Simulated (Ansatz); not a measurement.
# Sc on Au(111): change of the work function, part 2 of 4

How does one ordered layer of Sc (fcc site) change the work function of Au(111), and what dipole does each adsorbate carry?

Ansatz 0.2.0; plane-wave DFT, PBEsol, Ansatz PAW (the session's first sound run).

So far, work function, upper face (eV): step 2 (the clean slab) 5.24.

### 3. The covered slab

System of this step: Sc/Au(111). The cell holds 17 atoms: 16 Au and 1 Sc. Cell: a = 5.770 Å, b = 5.770 Å, c = 27.803 Å, α = 90.0°, β = 90.0°, γ = 60.0°. Vacuum lies along c.

The clean slab as it ended is repeated in the plane and the adsorbate is set on one face; the cell's size fixes the coverage, and the k-mesh shrinks with it to keep the sampling density about even. Adsorbate and upper layers relax, since the dipole depends on the height.

Input file input.yaml:

```yaml
crystal:
  lattice:
    - [5.7699913344, 0.0, 0.0]
    - [2.8849956672, 4.9969590752, 0.0]
    - [0.0, 0.0, 27.8026644284]
  atoms:
    - { symbol: Au, position: [0.0, 0.0, 0.3237099819] }
    - { symbol: Au, position: [0.1666666667, 0.1666666667, 0.4084352824] }
    - { symbol: Au, position: [0.3333333333, 0.3333333333, 0.4922829294] }
    - { symbol: Au, position: [0.0, 0.0, 0.5774671616] }
    - { symbol: Au, position: [0.0, 0.5, 0.3237099819] }
    - { symbol: Au, position: [0.1666666667, 0.6666666667, 0.4084352824] }
    - { symbol: Au, position: [0.3333333333, 0.8333333333, 0.4922829294] }
    - { symbol: Au, position: [0.0, 0.5, 0.5774671616] }
    - { symbol: Au, position: [0.5, 0.0, 0.3237099819] }
    - { symbol: Au, position: [0.6666666667, 0.1666666667, 0.4084352824] }
    - { symbol: Au, position: [0.8333333333, 0.3333333333, 0.4922829294] }
    - { symbol: Au, position: [0.5, 0.0, 0.5774671616] }
    - { symbol: Au, position: [0.5, 0.5, 0.3237099819] }
    - { symbol: Au, position: [0.6666666667, 0.6666666667, 0.4084352824] }
    - { symbol: Au, position: [0.8333333333, 0.8333333333, 0.4922829294] }
    - { symbol: Au, position: [0.5, 0.5, 0.5774671616] }
    - { symbol: Sc, position: [0.1666666667, 0.1666666667, 0.6762900181] }
kpoints:
  mp_grid: { grid: [6, 6, 1] }
hamiltonian:
  xc: pbesol
scf:
  occupations: { method: fermi_dirac, width: 0.1 }
  convergence: { dr2_threshold: 1.0e-08 }
efield:
  axis: 3
  dipole_correction: true
  ramp_position: 0.97
  ramp_width: 0.06
relax:
  f_tol: 0.02
  max_steps: 60
  constraints: [{ sites: [0, 1, 4, 5, 8, 9, 12, 13] }]
output:
  bader: true
  dos: { projected: true, e_range: [-8, 4] }
  write_potential: true
  write_density: true
  volumetric_format: npy
  elf: true
```

Command:

```sh
ansatz run input.yaml --threads 4 --pin off --max-ram 6144MiB --backend cpu --events-out ev --progress --plain --runs-dir out
```

Numbers of over 12 decimals in the logs are rounded to 6 here.

Log:

```text
[...]
Crystal: 17 atoms, lattice volume = 801.618 Å³
Basis set: ecut = 420 eV, 15717 PW (Γ), exchange–correlation on 80×80×384 points (8 copies of the dense FFT grid, shifted against one another)
Bands: 189, of which v1, the nominal top of the filled ones, is band 158 counted from 1 (157 counted from 0)
Symmetry: 6 space group operations
[...]
k-points: 7 of 36 (time reversal used)
[...]
SCF iter   1: F=—  HF=-210219.760142 eV  |F-HF|=—  |Δ(HF+E_count)|=         —  Δρ=5.88e-3  dr2=2.53e0  ethr=1.77e-3  p=0.345 e·Å  D=7.80e-2 V/Å  ΔV_dip=-2.17 eV  dr2_dipole=5.57e-2  V_vac-E_F(+/−)=2.68/4.84 eV  ⟨swp⟩=6.7  Hψ=5238  notcnv=0  defer=41
[...]
SCF iter  12: F=-210219.650891 eV  HF=-210219.650891 eV  |F-HF|=1.40e-9  |Δ(HF+E_count)|=   4.31e-8  Δρ=6.37e-7  dr2=6.96e-9  ethr=3.17e-12  p=0.346 e·Å  D=7.80e-2 V/Å  ΔV_dip=-2.17 eV  dr2_dipole=4.36e-10  V_vac-E_F(+/−)=3.14/5.31 eV  ⟨swp⟩=16.6  Hψ=10178  notcnv=0
SCF 1 converged in 12 iterations: F = -210219.650891 eV  dr2 = 6.96e-9
[...]
relax step   1: F+E_penalty+E_count = -210219.65089059 eV  Δ(F+E_penalty+E_count) = +0.000e0 eV  max|allowed force component| = 2.434e0 eV/Å  Δτ_max = 0.0000 Å  (12 SCF iters, accepted)
[...]
SCF iter  11: F=-210220.257446 eV  HF=-210220.257446 eV  |F-HF|=4.89e-9  |Δ(HF+E_count)|=   4.92e-8  Δρ=5.49e-7  dr2=5.65e-9  ethr=3.17e-12  p=0.374 e·Å  D=8.45e-2 V/Å  ΔV_dip=-2.35 eV  dr2_dipole=5.81e-12  V_vac-E_F(+/−)=2.98/5.33 eV  ⟨swp⟩=9.7  Hψ=8638  notcnv=0
SCF 2 converged in 11 iterations: F = -210220.257446 eV  dr2 = 5.65e-9
[...]
relax step   2: F+E_penalty+E_count = -210220.25744642 eV  Δ(F+E_penalty+E_count) = -6.066e-1 eV  max|allowed force component| = 2.536e0 eV/Å  Δτ_max = 0.1949 Å  (11 SCF iters, accepted)
SCF iter   1: F=—  HF=-210220.829537 eV  |F-HF|=—  |Δ(HF+E_count)|=         —  Δρ=3.55e-3  dr2=4.91e-1  ethr=1.60e-3  p=0.374 e·Å  D=8.45e-2 V/Å  ΔV_dip=-2.35 eV  dr2_dipole=2.76e-1  V_vac-E_F(+/−)=2.96/5.31 eV  ⟨swp⟩=4.0  Hψ=2762  notcnv=0  defer=85
[...]
SCF iter  12: F=-210220.806648 eV  HF=-210220.806648 eV  |F-HF|=3.78e-10  |Δ(HF+E_count)|=   2.03e-8  Δρ=3.55e-7  dr2=3.56e-9  ethr=3.17e-12  p=0.406 e·Å  D=9.15e-2 V/Å  ΔV_dip=-2.55 eV  dr2_dipole=4.83e-10  V_vac-E_F(+/−)=2.79/5.34 eV  ⟨swp⟩=14.4  Hψ=9217  notcnv=0
SCF 3 converged in 12 iterations: F = -210220.806648 eV  dr2 = 3.56e-9
relax step   3: F+E_penalty+E_count = -210220.80664834 eV  Δ(F+E_penalty+E_count) = -5.492e-1 eV  max|allowed force component| = 2.207e0 eV/Å  Δτ_max = 0.1949 Å  (12 SCF iters, accepted)
[...]
relax step   4: F+E_penalty+E_count = -210221.19529892 eV  Δ(F+E_penalty+E_count) = -3.887e-1 eV  max|allowed force component| = 1.115e0 eV/Å  Δτ_max = 0.1950 Å  (11 SCF iters, accepted)
[...]
relax step   5: F+E_penalty+E_count = -210221.32637909 eV  Δ(F+E_penalty+E_count) = -1.311e-1 eV  max|allowed force component| = 2.342e-1 eV/Å  Δτ_max = 0.1948 Å  (11 SCF iters, accepted)
[...]
relax step   6: F+E_penalty+E_count = -210221.35511709 eV  Δ(F+E_penalty+E_count) = -2.874e-2 eV  max|allowed force component| = 1.174e-1 eV/Å  Δτ_max = 0.0824 Å  (11 SCF iters, accepted)
[...]
relax step   7: F+E_penalty+E_count = -210221.35919466 eV  Δ(F+E_penalty+E_count) = -4.078e-3 eV  max|allowed force component| = 2.595e-2 eV/Å  Δτ_max = 0.0955 Å  (10 SCF iters, accepted)
SCF iter   1: F=—  HF=-210221.359026 eV  |F-HF|=—  |Δ(HF+E_count)|=         —  Δρ=4.14e-4  dr2=2.13e-3  ethr=2.46e-6  p=0.465 e·Å  D=1.05e-1 V/Å  ΔV_dip=-2.92 eV  dr2_dipole=6.18e-4  V_vac-E_F(+/−)=2.42/5.34 eV  ⟨swp⟩=3.0  Hψ=2865  notcnv=0  defer=88
[...]
SCF iter   8: F=-210221.359484 eV  HF=-210221.359484 eV  |F-HF|=2.08e-8  |Δ(HF+E_count)|=   3.60e-8  Δρ=6.51e-7  dr2=7.12e-9  ethr=3.17e-12  p=0.465 e·Å  D=1.05e-1 V/Å  ΔV_dip=-2.92 eV  dr2_dipole=1.26e-9  V_vac-E_F(+/−)=2.42/5.34 eV  ⟨swp⟩=14.0  Hψ=10133  notcnv=0
SCF 8 converged in 8 iterations: F = -210221.359484 eV  dr2 = 7.12e-9
relax step   8: F+E_penalty+E_count = -210221.35948358 eV  Δ(F+E_penalty+E_count) = -2.889e-4 eV  max|allowed force component| = 6.456e-3 eV/Å  Δτ_max = 0.0158 Å  (8 SCF iters, accepted)
NSCF: frozen V_eff on 7 k-points
[...]
SCF converged after 8 iterations
Free energy (F): -210221.359484 eV
[...]
Internal energy: -210221.109899 eV  (E = F + TS)
E sigma→0 (E₀):  -210221.234692 eV
Entropy (-TS):   -0.249584 eV (-14.681 meV/atom)
Fermi energy:    4.877194 eV
Dipole field:    D = 0.104931 V/Å  (p = 0.464845 e·Å, saw-weighted, corrected)
Work function:   Φ+ = 2.4202 eV   Φ− = 5.3376 eV
[...]
--- Forces (eV/Å), atoms counted from 1 ---
  atom   1  Au     0.01987502     0.01147485    -0.10314175
  atom   2  Au    -0.00000000     0.00000000     0.16888968
  atom   3  Au     0.00062790     0.00036252    -0.00018056
  atom   4  Au     0.00011167     0.00006447     0.00043480
  atom   5  Au    -0.00000000    -0.02294969    -0.10314175
  atom   6  Au     0.07728961    -0.04462318     0.09876541
  atom   7  Au     0.00000000    -0.00072504    -0.00018056
  atom   8  Au    -0.00000000    -0.00012894     0.00043480
  atom   9  Au    -0.01987502     0.01147485    -0.10314175
  atom  10  Au    -0.00000000     0.08924635     0.09876541
  atom  11  Au    -0.00062790     0.00036252    -0.00018056
  atom  12  Au    -0.00011167     0.00006447     0.00043480
  atom  13  Au    -0.00000000     0.00000000    -0.16053600
  atom  14  Au    -0.07728961    -0.04462318     0.09876541
  atom  15  Au     0.00000000    -0.00000000    -0.00338202
  atom  16  Au    -0.00000000     0.00000000     0.00089791
  atom  17  Sc    -0.00000000     0.00000000     0.00645630
  max |Σ_I F_I| component: 4.04e-5 eV/Å
--- Band table (eV; the first three rows and the last of 7) ---
  k-point 0: bands = [... 154 lower, 4.4638, 4.4638, 5.1805, 5.2512, 5.2512, 5.5648, 5.5648, 5.6505, ... 27 higher]
  k-point 1: bands = [... 154 lower, 4.5468, 4.5722, 4.7996, 4.9183, 5.0524, 5.0855, 5.5367, 5.5823, ... 27 higher]
  k-point 2: bands = [... 154 lower, 4.1305, 4.6194, 4.6641, 4.9918, 5.0584, 5.2800, 5.5706, 5.6624, ... 27 higher]
  k-point 6: bands = [... 154 lower, 3.4752, 3.6697, 3.6823, 5.0978, 5.2873, 5.3283, 5.6114, 5.6925, ... 27 higher]
--- Relaxed structure (8 steps of the walk, 8 accepted, 0 SCFs on fresh bases) ---
  F+E_penalty+E_count = -210221.35948358 eV   max|allowed force component| = 6.456e-3 eV/Å
  atoms:
    - { symbol: Au, position: [-1.7959490104491818e-17, -1.795949010449182e-17, 0.323710] }
    - { symbol: Au, position: [0.166667, 0.166667, 0.408435] }
    - { symbol: Au, position: [0.334472, 0.334472, 0.493689] }
    - { symbol: Au, position: [-0.0056269, -0.0056269, 0.578621] }
    - { symbol: Au, position: [0.0, 0.500000, 0.323710] }
    - { symbol: Au, position: [0.166667, 0.666667, 0.408435] }
    - { symbol: Au, position: [0.334472, 0.831056, 0.493689] }
    - { symbol: Au, position: [-0.0056269, 0.511254, 0.578621] }
    - { symbol: Au, position: [0.500000, -1.795949010449182e-17, 0.323710] }
    - { symbol: Au, position: [0.666667, 0.166667, 0.408435] }
    - { symbol: Au, position: [0.831056, 0.334472, 0.493689] }
    - { symbol: Au, position: [0.511254, -0.0056269, 0.578621] }
    - { symbol: Au, position: [0.500000, 0.500000, 0.323710] }
    - { symbol: Au, position: [0.666667, 0.666667, 0.408435] }
    - { symbol: Au, position: [0.833333, 0.833333, 0.491421] }
    - { symbol: Au, position: [0.500000, 0.500000, 0.588871] }
    - { symbol: Sc, position: [0.166667, 0.166667, 0.646181] }
--- Bader charges: 17 sites ---
  site symbol  charge [e]  shift [e]
     0     Au     -0.0318     0.0000
     1     Au      0.0353     0.0000
     2     Au     -0.0084     0.0000
     3     Au     -0.3406     0.0001
     4     Au     -0.0318     0.0000
     5     Au      0.0349     0.0000
     6     Au     -0.0084     0.0000
     7     Au     -0.3406     0.0001
     8     Au     -0.0318     0.0000
     9     Au      0.0349     0.0000
    10     Au     -0.0084     0.0000
    11     Au     -0.3406     0.0001
    12     Au     -0.0295     0.0000
    13     Au      0.0349     0.0000
    14     Au     -0.0477     0.0000
    15     Au     -0.2157     0.0000
    16     Sc      1.2954     0.0002
  estimated error of the sums over rays = 3.5e-4 e
```

It took 8.9 min on 4 threads of Arm Neoverse N1, shared host; peak memory 3.5 GiB; 35 min of CPU time.

Step by step:

```
step  energy less that of the first step (eV)  largest force component (eV/Å)
   1                                   0.0000                          2.4345
   2                                  -0.6066                          2.5356
   3                                  -1.1558                          2.2072
   4                                  -1.5444                          1.1155
   5                                  -1.6755                          0.2342
   6                                  -1.7042                          0.1174
   7                                  -1.7083                          0.0260
   8                                  -1.7086                          0.0065
```

Forces are held to the 6 operations that the run works with; a distortion that breaks them can't arise in this run.

The atoms that moved most (Å):

```
atom      dx      dy      dz  length
Sc17   0.000   0.000  -0.837   0.837
Au16   0.000   0.000   0.317   0.317
 Au4  -0.049  -0.028   0.032   0.065
Au12   0.049  -0.028   0.032   0.065
 Au8   0.000   0.056   0.032   0.065
 Au3   0.010   0.006   0.039   0.041
Au11  -0.010   0.006   0.039   0.041
 Au7   0.000  -0.011   0.039   0.041
```

Numbers from this step:

- energy at zero smearing: -210221.2347 eV
- work function, upper face: 2.420 eV
- work function, lower face: 5.338 eV
- dipole along the normal: 0.4648 e·Å
- step between the vacuum levels: -2.917 eV

Running mean over 2.356 Å of the planar mean; the ramp of the sawtooth is left out. Electron's electrostatic potential energy less the Fermi level against z:

| z (Å) | electron's electrostatic potential energy less the Fermi level (eV) |
| --- | --- |
| 3.5 | 5.34 |
| 4.0 | 5.34 |
| 4.5 | 5.34 |
| 5.0 | 5.33 |
| 5.5 | 5.32 |
| 6.0 | 5.28 |
| 6.5 | 5.10 |
| 7.0 | 4.28 |
| 7.5 | 1.32 |
| 8.0 | -3.23 |
| 8.5 | -6.85 |
| 9.0 | -8.08 |
| 9.5 | -8.34 |
| 10.0 | -8.45 |
| 10.5 | -8.53 |
| 11.0 | -8.59 |
| 11.5 | -8.62 |
| 12.0 | -8.61 |
| 12.5 | -8.58 |
| 13.0 | -8.55 |
| 13.5 | -8.52 |
| 14.0 | -8.41 |
| 14.5 | -8.01 |
| 15.0 | -7.80 |
| 15.5 | -8.06 |
| 16.0 | -8.60 |
| 16.5 | -8.76 |
| 17.0 | -7.27 |
| 17.5 | -4.05 |
| 18.0 | -1.22 |
| 18.5 | -0.206 |
| 19.0 | 0.478 |
| 19.5 | 1.39 |
| 20.0 | 1.96 |
| 20.5 | 2.21 |
| 21.0 | 2.33 |
| 21.5 | 2.38 |
| 22.0 | 2.40 |
| 22.5 | 2.41 |
| 23.0 | 2.42 |
| 23.5 | 2.42 |
| 24.0 | 2.42 |
| 24.5 | 2.42 |

The density of states has structure finer than the step of the table below, so its rows give means over 0.5 eV, whole bins alone (the curve runs from -8 to 1.98 eV). Peaks (eV: height): -5.47: 61.7, -4.66: 70.8, -4.45: 59.5, -4.36: 62.8, -4.24: 65.9, -4.03: 72.3, -3.49: 64.9.

Density of states against energy, zero at the Fermi level; means over each step:

energy (eV), density of states (states/eV a cell) and a bar:
```
     -7.5        3.2 
     -7.0        9.5 #####
     -6.5       22.1 ###############
     -6.0       26.2 ##################
     -5.5       25.6 ##################
     -5.0       29.8 #####################
     -4.5       41.3 ##############################
     -4.0       37.8 ###########################
     -3.5       32.6 #######################
     -3.0       36.5 ##########################
     -2.5       31.5 ######################
     -2.0       35.5 #########################
     -1.5        9.4 #####
     -1.0        5.6 ##
     -0.5        5.6 ##
      0.0        6.9 ###
      0.5       12.0 #######
      1.0       12.9 ########
      1.5        7.1 ###
```

Projected DOS per atom over height of the atomic layer and energy from the Fermi level. Layers: Au4 Au4 Au4 Au4 Sc from below.

Ten even steps from '0' (0.04 states/eV) to '9' (8.10 states/eV), each cell a mean:
```
00001
00005
00009
00005
00001
00001
00000
00000
22200
32210
31220
21220
21120
32220
23230
12230
11120
12210
02210
01100
00000
00000
```
Columns: height of the atomic layer (Å) from 9 to 18.0 (not evenly spaced); rows upwards: energy from the Fermi level (eV) from -7.96 to 1.95.

ELF in the ca plane at fractional y = 0.167, with atoms of Au and Sc within 0.2 Å of it. It is the smooth field of the valence electrons, not physical close to the nuclei.

Ten even steps from '0' (0.00) to '9' (0.73), each cell a mean:
```
54322332223455432345544210001345431100000000
54322333223455432345544431111222210000000000
43223555322344322344433332111111000000000000
32235787532233221233332221110000000000000000
22246898632222211223322211100000000000000000
22236898632222211223332211100000000000000000
33234676432333322233333322111100000000000000
44323343323455432345444432111221100000000000
54322222223455432345544321011344321000000000
43223343323455432344443222101356542100000000
33234676432333322233432689611257764210000000
22236898632222211123324967930258875310000000
22246898632222211123315835940258875310000000
32235787532233221223323899820258864210000000
43223555322344322334442355311357653100000000
```
Columns run along c (16.0 Å, from fractional 0.33 to 0.91 of the cell), rows up along a (5.8 Å). Atoms in or near the plane, at fractional coordinates: Au at (0.41, 0.17), Au at (0.41, 0.67), Sc at (0.65, 0.17).

Electrostatic potential energy in the ca plane at fractional y = 0.167, with atoms of Au and Sc within 0.2 Å of it. With pseudopotentials it is smooth inside the atoms' cores, unlike the true potential.

Values in eV, 8 rows by 16 columns, each cell a mean:
```
 -7   6   3   5 -14  -1  -4  -8   4   4   6   8   8   8   8   8
  2  -5 -24   3  -1   4   3   1   8   8   8   8   8   8   8   8
  6 -21 -44  -4   6   8   8   7   9   9   8   8   8   8   8   8
  2  -6 -26   2   0   5   3   1   8   8   8   8   8   8   8   8
 -7   5   3   5 -14  -1  -4  -8   5   4   6   8   8   8   8   8
  2  -5 -24   3   0   5   4   1 -13 -14   4   7   8   8   8   8
  6 -21 -43  -4   7   8   8   4 -32 -32   2   7   8   8   8   8
  2  -7 -27   2   1   5   4   1 -15 -15   4   7   8   8   8   8
```
Columns run along c (16.0 Å, from fractional 0.33 to 0.91 of the cell; values clipped at the 3rd and 97th percentile), rows up along a (5.8 Å). Atoms in or near the plane, at fractional coordinates: Au at (0.41, 0.17), Au at (0.41, 0.67), Sc at (0.65, 0.17).

Valence density in the ca plane at fractional y = 0.167, with atoms of Au and Sc within 0.2 Å of it. It is the smooth field of the valence electrons, not physical close to the nuclei.

Ten steps, logarithmic in the rise over the least value, from '0' (0 e/Å³) to '9' (13 e/Å³), each cell a mean:
```
54212222212455422345432111000000000000000000
53212222222455422345432100000000000000000000
33223555322344322234321100000000000000000000
22236887532222211122221000000000000000000000
21247999632122111112211000000000000000000000
22236898632222111122211000000000000000000000
32224676422233211233321000000000000000000000
43222343222344322344431100000000000000000000
54212222212455422345432110000000000000000000
43222343222344322234432222100000000000000000
32224676422233211223323565310000000000000000
22236898632222111112224788620000000000000000
21247999632111111112224788620000000000000000
22236887532222211122223677510000000000000000
43223554322333321233332343200000000000000000
```
Columns run along c (16.0 Å, from fractional 0.33 to 0.91 of the cell), rows up along a (5.8 Å). Atoms in or near the plane, at fractional coordinates: Au at (0.41, 0.17), Au at (0.41, 0.67), Sc at (0.65, 0.17).

The relaxation took 8 steps and lowered the energy by 1.7 eV; the largest force on the free atoms ends at 0.0065 eV/Å.

By hand: a sheet of dipoles makes a step −p/(ε₀A) in the electron's potential. With e/ε₀ = 180.95 V·Å, p = 0.4648 e·Å and A = 28.83 Å², that is −180.95 × (0.4648) / 28.83 = -2.917 eV, and the two vacuum levels of the run differ by -2.917 eV.

The covered face has 2.42 eV, -2.82 eV against the clean one; the bare back face has moved by +0.10 eV, a measure of how thin the slab is.

### 4. Work function against coverage

This step: plane-wave DFT, PBEsol, Ansatz PAW; work function against coverage (Ansatz 0.2.0).

The runs are now put side by side.

Numbers from this step:

```yaml
work_function_of_the_clean_face: 5.242 eV
largest_change_of_the_work_function: -2.822 eV
```

The work function of the covered face by coverage:

| coverage (adsorbates/nm²) | work function of the covered face (eV) |
| --- | --- |
| 0.00 | 5.24 |
| 3.47 | 2.42 |

The dipole per adsorbate comes from the change of the cell's dipole. Coverage, by row:

```csv
coverage (1/nm²),coverage (ML),work function (eV),change (eV),"dipole per adsorbate, positive end outwards (debye)",mean height of the added atoms over the highest substrate atom (Å)
3.468,0.25,2.42,-2.822,2.237,1.593
```

[end of part 2 of 4]

[Logs are printed without paths, hosts, clocks, repeated set-up lines and the standing remarks that a program may print on its own settings, such as how far it seeks lower states.]

[Hosts, paths, dates, database ids (printed as entryN), source tags and the programs' standing remarks are cut or masked in the printed files.]

[Maps of the electrostatic potential energy from Ansatz leave out the sawtooth potential of an applied field or a dipole correction, so their vacuum need not be flat; planar profiles and work functions include it.]
